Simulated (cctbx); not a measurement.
**Which space group?**

Cell: a = 3.5860 Å, b = 21.2060 Å, c = 3.5380 Å, α = 90.00°, β = 90.00°, γ = 90.00°. Expected content of the cell: Bi4 Re12.

Simulated single-crystal data (cctbx): synchrotron X-rays, λ = 0.6889 Å, to d = 0.77 Å, 80 % of the full sphere, strongest reflection 5000 counts, noise from counting, a 2 % proportional error and a noise floor of 4 counts (s.d.); no absorption.

Tests on the unmerged data give:

```text
2009 reflections to d = 0.770 A
centring   violations  <I/sigma> of those
    A        332 of  1024      4.3
    B        332 of   986      4.4
    C          0 of  1010     -0.0
    I        360 of   987      6.0
    R        483 of  1328      5.6
    F        332 of  1510      2.9
Laue class    unique    Rint  (classes that these axes allow; Friedel mates merged)
C 1 2/m 1         328   0.038
C 2/m 1 1         363   0.037
C m m m           215   0.042
space group    extra absences  I>4sigma  <I/sigma>
C 2 2 21                3          0      -0.4  acentric
C 2 2 2                 0          0         -  acentric
C m m 2                 0          0         -  acentric
C m c 21               13          0       0.2  acentric
C 2 m m                 0          0         -  acentric
C m 2 m                 0          0         -  acentric
C 2 c m                13          0       0.2  acentric
C m c m                13          0       0.2  centric
C m m m                 0          0         -  centric
Wilson B = 0.92 A^2   <|E^2-1|> = 0.811 (0.968 centric, 0.736 acentric)   E^2>4: 1.4 %
shell (A)         n   <I/sigma>
10.60 - 1.54     36     24.4
 1.54 - 1.22     26     31.1
 1.22 - 1.07     27     26.0
 1.07 - 0.97     25     19.2
 0.97 - 0.90     21     20.2
 0.90 - 0.85     29     14.7
 0.85 - 0.81     24     24.3
 0.81 - 0.77     27     16.3
```

Q: Read the symmetry from these tables.

The reflections that C centring forbids are absent (⟨I/σ⟩ near 0), so the lattice is C.

Rint stays low (0.037 to 0.042) up to C m m m, the highest class in these axes.

9 settings pass the absence test. The most absences obeyed, 13, belong to C m c 21, C 2 c m and C m c m, which absences can't tell apart.

⟨|E²−1|⟩ = 0.811 lies between the two ideal values. The Wilson B of 0.92 Å² means U ≈ 0.0117 Å².

The true group is Cmcm (no. 63), Laue class mmm, centrosymmetric. The tables only narrow the choice to the tied entries; cell content, site symmetry and trial solutions must settle it.

The model was made for the exercise: a known structure type with other elements put in, its volume estimated, not relaxed; displacement parameters are assumed.

[Logs are printed without paths, hosts, clocks, repeated set-up lines and the standing remarks that a program may print on its own settings, such as how far it seeks lower states.]
